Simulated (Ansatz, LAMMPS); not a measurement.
# Amorphous 89SiO2-11P2O5 (mol %) (96 atoms), relaxed: mesh and functional compared

Which bonds does the relaxation leave, and how do the Kohn-Sham gap, forces and pressure change with k-mesh and functional?

Calculated with Ansatz 0.2.0: Kohn-Sham DFT, PBE, PAW (set soft_2), plane waves; cutoff 420 eV, Γ point, fermi-dirac smearing of 0.025 eV.

**The cell**

Density at the start: 2.24 g/cm³. The cell holds 96 atoms: 25 Si, 6 P and 65 O. Cell: a = 11.262 Å, b = 11.262 Å, c = 11.262 Å, α = 90.0°, β = 90.0°, γ = 90.0°. 96 atoms (25 Si, 6 P, 65 O) placed at random at 2.24 g/cm³, melted at 5000 K for 10 ps at fixed volume with the Morse and Coulomb pair potential with partial charges (Pedone, Malavasi, Menziani, Cormack and Segre, J. Phys. Chem. B 110, 11780 (2006)). Quenched from 5000 K to 300 K at 50 K/ps and fixed volume, held 5 ps, then minimised at fixed cell.

Cell and atoms were relaxed with PBE. The walk converged after 14 steps by the program's count, with a largest force component of 0.0277 eV/Å; it began at an r.m.s. force component of 1.0 eV/Å. The edges went from 11.262, 11.262, 11.262 to 11.081, 10.698, 11.611 Å, and the volume from 14.879 to 14.333 Å³ an atom (-3.7 %).

The input of the reference single point:

```yaml
crystal:
  lattice:
    - [11.08019, -0.11601, 0.04703]
    - [-0.11601, 10.69727, 0.08409]
    - [0.04703, 0.08409, 11.61079]
  atoms:
    - { symbol: Si, position: [0.70423, 0.3329, 0.01063] }
    - { symbol: Si, position: [0.47054, 0.16049, 0.97445] }
    - { symbol: Si, position: [0.61081, 0.74851, 0.685] }
    - { symbol: Si, position: [0.08039, 0.02518, 0.14217] }
    [... 90 atom lines left out ...]
    - { symbol: O, position: [0.01543, 0.35629, 0.44259] }
    - { symbol: O, position: [0.6664, 0.88674, 0.16535] }
kpoints:
  mp_grid: { grid: [1, 1, 1] }
hamiltonian:
  xc: pbe
scf:
  occupations: { method: fermi_dirac, width: 0.025 }
output:
  forces: true
  stress: true
  populations: true
  dos:
    method: { smearing: { sigma: 0.08 } }
    de: 0.05
    projected: { site_lists: { O: [O], P: [P], Si: [Si] } }
  eigenvalues: true
  write_density: true
  write_potential: true
  volumetric_format: npy
```

**Bonds after relaxation**

Bonds by pair of elements; cutoffs follow the first minimum of g(r), held within bounds set by covalent radii, and pairs that aren't listed don't count as bonded:

| pair A-B | cutoff (Å) | bonds | mean length (Å) | spread (Å) | shortest (Å) | B about A | A about B |
| --- | --- | --- | --- | --- | --- | --- | --- |
| O-Si | 2.12 | 101 | 1.64 | 0.031 | 1.60 | 1.55 | 4.04 |
| O-P | 2.02 | 24 | 1.55 | 0.049 | 1.47 | 0.369 | 4 |

How many atoms have how many bonded neighbours:

| element | mean | 1 | 2 | 4 | 5 |
| --- | --- | --- | --- | --- | --- |
| O | 1.92 | 5 | 60 | 0 | 0 |
| P | 4 | 0 | 0 | 6 | 0 |
| Si | 4.04 | 0 | 0 | 24 | 1 |

**Levels of theory**

Single points at the relaxed geometry:

```
functional  k-mesh  Kohn-Sham gap (eV)  pressure (GPa)  r.m.s. force component (eV/Å)  SCF cycles     time
       PBE   1×1×1               4.311            0.00                          0.006           9     12 s
       PBE   2×2×2               4.312            0.00                          0.006           9  1.7 min
     HSE06   1×1×1               6.089           -5.07                          0.249          16  2.8 min
    r2SCAN   1×1×1               4.970           -4.87                          0.192          10     32 s
    PBEsol   1×1×1               4.279           -2.48                          0.070          10     13 s
```

The gap is that between the highest filled and lowest empty Kohn-Sham level on the run's k-points. Cutoffs: 420 eV for PBE, HSE06 and PBEsol; 500 eV for r2SCAN. Times come from shared hosts and are rough.

**Findings**

By these cutoffs 92 % of O atoms have 2, 100 % of P atoms have 4 and 96 % of Si atoms have 4 neighbours. The Kohn-Sham gap is 4.31 eV with PBE on the 1×1×1 mesh and 4.31 eV on 2×2×2. On the 1×1×1 mesh HSE06 changes the gap by +1.78 eV against PBE. Carrying that shift over to the 2×2×2 mesh gives 4.31 + 1.78 = 6.09 eV, an estimate that takes the shift to be alike at all k-points. On the reference's mesh the gap changes with r2SCAN by +0.66 eV and PBEsol by -0.03 eV. Against the reference the pressure changes with HSE06 by -5.1 GPa, r2SCAN by -4.9 GPa and PBEsol by -2.5 GPa; a negative change means a smaller volume than PBE would take. The denser mesh moves the energy by -0.2 meV/atom and the pressure by +0.00 GPa.

Limits: All single points share the geometry relaxed with PBE. The volume changed by -3.7 % on relaxing; in so small a cell, on this mesh and at this cutoff, the relaxed density is rough. One sample; tail or defect levels can set the gap of a disordered cell. The quench rate of 50 K/ps is many orders above laboratory rates, so the cell is likely richer in defects and strain than a real sample. The network of bonds at the start is that of the classical potential that made the cell, and needn't be the one that DFT or experiment would give. In some runs the program notes that the exchange-correlation potential is rough where the density is thin, it cut back its work space to fit the memory limit, the exchange threshold is loose for the stress and the SCF threshold is loose for the stress.

[Logs are printed without paths, hosts, clocks, repeated set-up lines and the standing remarks that a program may print on its own settings, such as how far it seeks lower states.]

[Hosts, paths, dates, database ids (printed as entryN), source tags and the programs' standing remarks are cut or masked in the printed files.]
